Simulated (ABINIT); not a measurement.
# Excitons of LiH (Fm-3m) on ever denser meshes, part 2 of 2

Aim: the absorption spectrum of LiH (Fm-3m) with electron-hole interaction, and what each part of the kernel does.

ABINIT 10.8.3; PBE and many-body steps on it, plane waves. Known limits of the many-body steps: not at the basis limit; bindings not settled in the k mesh.

So far. Step 11 (k mesh (10×10×10)): The lowest state lies at 4.468 eV, 0.384 eV under the direct gap. Step 12 (Empty states on the mesh, 12×12×12 mesh, 14 bands): On this mesh the gap is 3.022 eV.

The database entry behind the starting cell differs from later determinations by our own check (the deuteride, about 0.2 % short), so it need not match the best structure at ambient conditions.

**13. k mesh (12×12×12)**

This step: Bethe-Salpeter equation on PBE with a scissors shift, plane waves, norm-conserving pseudopotentials.

The input, run.abi:

```
acell 3*1.0 Angstrom
rprim 
  0.000000000000 2.036750000000 2.036750000000
  2.036750000000 -0.000000000000 2.036750000000
  2.036750000000 2.036750000000 -0.000000000000
ntypat 2
znucl 3 1
natom 2
typat 1 2
xred 
  0.000000000000 0.000000000000 0.000000000000
  0.500000000000 0.500000000000 0.500000000000
pp_dirpath "pseudos"
pseudos "Li.upf, H.upf"
ecut 33
ngkpt 12 12 12
nshiftk 1
shiftk 0 0 0
kptopt 1
chksymbreak 0
istwfk *1
occopt 1
irdwfk 1
optdriver 99
bs_calctype 1
mbpt_sciss 1.830 eV
bs_loband 1
nband 3
bs_exchange_term 1
bs_coulomb_term 21
bs_coupling 0
bs_algorithm 1
bs_freq_mesh 0 8 0.05 eV
zcut 0.1 eV
ecuteps 3
ecutwfn 16.5
inclvkb 2
mdf_epsinf 4.28
irdden 1
indata_prefix "in"
outdata_prefix "out"
tmpdata_prefix "tmp"
```

On the command line:

```sh
> OMP_NUM_THREADS=1 mpirun -n 8 abinit run.abi > log
```

Run time: 2.5 min. Hardware: 8 MPI ranks of Arm Neoverse V2, shared host; peak memory 0.9 GiB.

This step gave:

```
direct gap of the transition levels                            : 4.852 eV
transitions in the window                                      : 3456
first strong exciton (over a fiftieth of the strongest listed) : 4.529 eV
lowest state                                                   : 4.529 eV
binding of the lowest state below the direct gap               : 0.3229 eV
Coulomb term of one mesh cell                                  : 0.3100 eV
```

The binding is 1.0 times the screened Coulomb term of one mesh cell (0.31 eV), so it is not shown settled.

The lowest state lies at 4.529 eV, 0.323 eV under the direct gap.

The ε₂ has structure finer than the step of the table below, so its rows give means over 0.25 eV, whole bins alone (the curve runs from 0 to 7.95 eV). Peaks (eV: height): BSE 4.850: 4.99, 5.200: 5.59, 5.900: 7.51, 6.750: 5.31, 7.450: 9.37; no electron-hole interaction 5.150: 4.17, 5.750: 4.67, 6.200: 7.27, 6.500: 4.38, 7.100: 5.48; Kohn-Sham, no shift 3.300: 3.98, 3.950: 4.61, 4.350: 6.95, 5.250: 5.55, 6.100: 8.23, 6.650: 4.45, 7.100: 7.67.

Mean over the three Cartesian directions of q; broadening 0.1 eV; transition window only. Limits: finite bands, cutoff and mesh; exciton not shown settled in the k mesh. ε₂ against photon energy; means over each step:

| photon energy (eV) | BSE | no electron-hole interaction | Kohn-Sham, no shift |
| --- | --- | --- | --- |
| 0.25 | 0.00271 | 0.00209 | 0.00585 |
| 0.50 | 0.00549 | 0.00421 | 0.0120 |
| 0.75 | 0.00839 | 0.00641 | 0.0186 |
| 1.00 | 0.0115 | 0.00875 | 0.0263 |
| 1.25 | 0.0149 | 0.0113 | 0.0353 |
| 1.50 | 0.0186 | 0.0140 | 0.0468 |
| 1.75 | 0.0230 | 0.0171 | 0.0621 |
| 2.00 | 0.0280 | 0.0206 | 0.0840 |
| 2.25 | 0.0341 | 0.0246 | 0.119 |
| 2.50 | 0.0415 | 0.0295 | 0.189 |
| 2.75 | 0.0510 | 0.0353 | 0.407 |
| 3.00 | 0.0636 | 0.0427 | 1.35 |
| 3.25 | 0.0812 | 0.0523 | 2.84 |
| 3.50 | 0.108 | 0.0652 | 2.48 |
| 3.75 | 0.152 | 0.0838 | 3.44 |
| 4.00 | 0.241 | 0.113 | 3.92 |
| 4.25 | 0.536 | 0.167 | 4.95 |
| 4.50 | 1.91 | 0.304 | 4.60 |
| 4.75 | 3.52 | 1.02 | 3.39 |
| 5.00 | 3.30 | 2.17 | 3.30 |
| 5.25 | 4.65 | 2.85 | 4.33 |
| 5.50 | 4.01 | 3.17 | 2.79 |
| 5.75 | 5.61 | 3.89 | 3.98 |
| 6.00 | 5.08 | 4.10 | 7.47 |
| 6.25 | 3.58 | 5.44 | 5.38 |
| 6.50 | 2.98 | 3.67 | 2.75 |
| 6.75 | 4.29 | 3.19 | 3.61 |
| 7.00 | 3.18 | 4.03 | 6.24 |
| 7.25 | 4.53 | 3.15 | 5.70 |
| 7.50 | 7.91 | 3.39 | 3.56 |
| 7.75 | 4.31 | 6.43 | 2.39 |

The window of bands is narrower than in the first exciton run, so this row is not like for like with it.

**14. Triplet (no exchange term)**

run.abi: that of step 13 with these lines changed.

```diff
@@ -15,3 +15,3 @@
 ecut 33
-ngkpt 12 12 12
+ngkpt 6 6 6
 nshiftk 1
@@ -27,5 +27,5 @@
 bs_loband 1
-nband 3
-bs_exchange_term 1
-bs_coulomb_term 21
+nband 4
+bs_exchange_term 0
+bs_coulomb_term 11
 bs_coupling 0
@@ -37,4 +37,3 @@
 inclvkb 2
-mdf_epsinf 4.28
-irdden 1
+irdscr 1
 indata_prefix "in"
```

Elapsed: 5 s, on 8 MPI ranks; peak memory 0.45 GiB; 39 s of CPU time.

The lowest triplet lies at 4.194 eV; triplets are dark, so no spectrum is read.

**15. Window without empty bands**

run.abi: that of step 14 with these lines changed.

```diff
@@ -27,4 +27,4 @@
 bs_loband 1
-nband 4
-bs_exchange_term 0
+nband 2
+bs_exchange_term 1
 bs_coulomb_term 11
@@ -33,3 +33,3 @@
 bs_freq_mesh 0 8 0.05 eV
-zcut 0.1 eV
+zcut 0.15 eV
 ecuteps 3
```

It took 1.1 s on 8 MPI ranks; peak memory 0.06 GiB.

The run stopped with an error after 1.1 s.

The program's words: BSp%nbnds cannot be smaller than homo while BSp%nbnds = 2 and Dtset%nelect =     4.00

The fault put into this input: window without empty bands.

**16. The runs together**

Times are wall times on 8 MPI ranks of Arm Neoverse V2, shared host, good to a factor of about two.

| run | mesh | transitions | broadening (eV) | direct gap (eV) | lowest state (eV) | binding (eV) | mesh cell's term (eV) | tallest peak (eV) | height | time |
| --- | --- | --- | --- | --- | --- | --- | --- | --- | --- | --- |
| excitons | 6×6×6 | 864 | 0.1 | 4.852 | 4.207 | 0.645 | 0.635 | 5.35 | 16.3 | 4.8 s |
| model screening | 6×6×6 | 432 | 0.1 | 4.852 | 4.229 | 0.623 | 0.620 | 5.40 | 15.9 | 1.9 s |
| k mesh (8×8×8) | 8×8×8 | 1024 | 0.1 | 4.852 | 4.377 | 0.475 | 0.465 | 6.90 | 13.4 | 7 s |
| k mesh (10×10×10) | 10×10×10 | 2000 | 0.1 | 4.852 | 4.468 | 0.384 | 0.372 | 7.80 | 8.98 | 35 s |
| k mesh (12×12×12) | 12×12×12 | 3456 | 0.1 | 4.852 | 4.529 | 0.323 | 0.310 | 7.45 | 9.37 | 2.5 min |
| triplet (no exchange term) | 6×6×6 | 864 | 0.1 | 4.852 | 4.194 | 0.658 | 0.635 | - | - | 5 s |

**17. Outcome**

| Property | Result |
| --- | --- |
| excitons | lowest state 4.207 eV (not settled in the k mesh) |
| model screening | lowest state 4.229 eV (not settled in the k mesh) |
| k mesh (8×8×8) | lowest state 4.377 eV (not settled in the k mesh) |
| k mesh (10×10×10) | lowest state 4.468 eV (not settled in the k mesh) |
| k mesh (12×12×12) | lowest state 4.529 eV (not settled in the k mesh) |
| triplet (no exchange term) | lowest state 4.194 eV (not settled in the k mesh) |

On the 6×6×6 mesh the lowest exciton lies at 4.207 eV, 0.645 eV below the direct gap; one cell of the mesh carries a screened Coulomb term of 0.63 eV, so this binding is not shown settled. Between the two densest meshes the binding falls by 0.99 of the fall in the mesh cell's term (the screened Coulomb energy of a charge repeated on the supercell that the mesh stands for). The binding is still 1.0 times that term, so the mesh does not resolve the exciton and no limit can be drawn. Model screening, against «excitons (6×6×6)»: the lowest state moves by +0.022 eV (keys changed: nband, bs_coulomb_term, irdscr, mdf_epsinf and irdden). k mesh (8×8×8), against «model screening (6×6×6)»: the lowest state moves by +0.148 eV (keys changed: ngkpt). k mesh (10×10×10), against «k mesh (8×8×8)»: the lowest state moves by +0.091 eV (keys changed: ngkpt). k mesh (12×12×12), against «k mesh (10×10×10)»: the lowest state moves by +0.061 eV (keys changed: ngkpt). Triplet (no exchange term), against «excitons (6×6×6)»: the lowest state moves by −0.013 eV (keys changed: bs_exchange_term). Triplets are dark. A rigid shift treats all transitions alike. In the G0W0 table the openings from the top filled band to the empty bands at the same k run from +1.83 to +2.39 eV (median +2.20), where the shift is +1.83 eV, so peaks stand off by such differences. Lines within a few meV of each other can be one level split by numerical noise, or distinct levels. Screening is static and electronic alone, and only transitions inside the band window count.

[Paths, hosts, dates, memory and timing lines, banners, echoed tables and standing remarks are left out of the program output.]

[Logs are printed without paths, hosts, clocks, repeated set-up lines and the standing remarks that a program may print on its own settings, such as how far it seeks lower states.]

[Runs of the session that timed out or met a known fault of the program may be left out.]

[No measured gap is set beside runs whose start may be inverted or whose files or cutoffs have a known fault.]

[Hosts, paths, dates, database ids (printed as entryN), source tags and the programs' standing remarks are cut or masked in the printed files.]

[G0W0 gaps are taken among the corrected bands and points alone; a level outside them can change the order at an edge.]

[Where Ansatz stands beside ABINIT at settings called matched, ABINIT's density can come from a denser mesh and the files from another edition; pairs whose starting gaps differed by over 0.03 eV were left out, so agreement reads better than it is.]
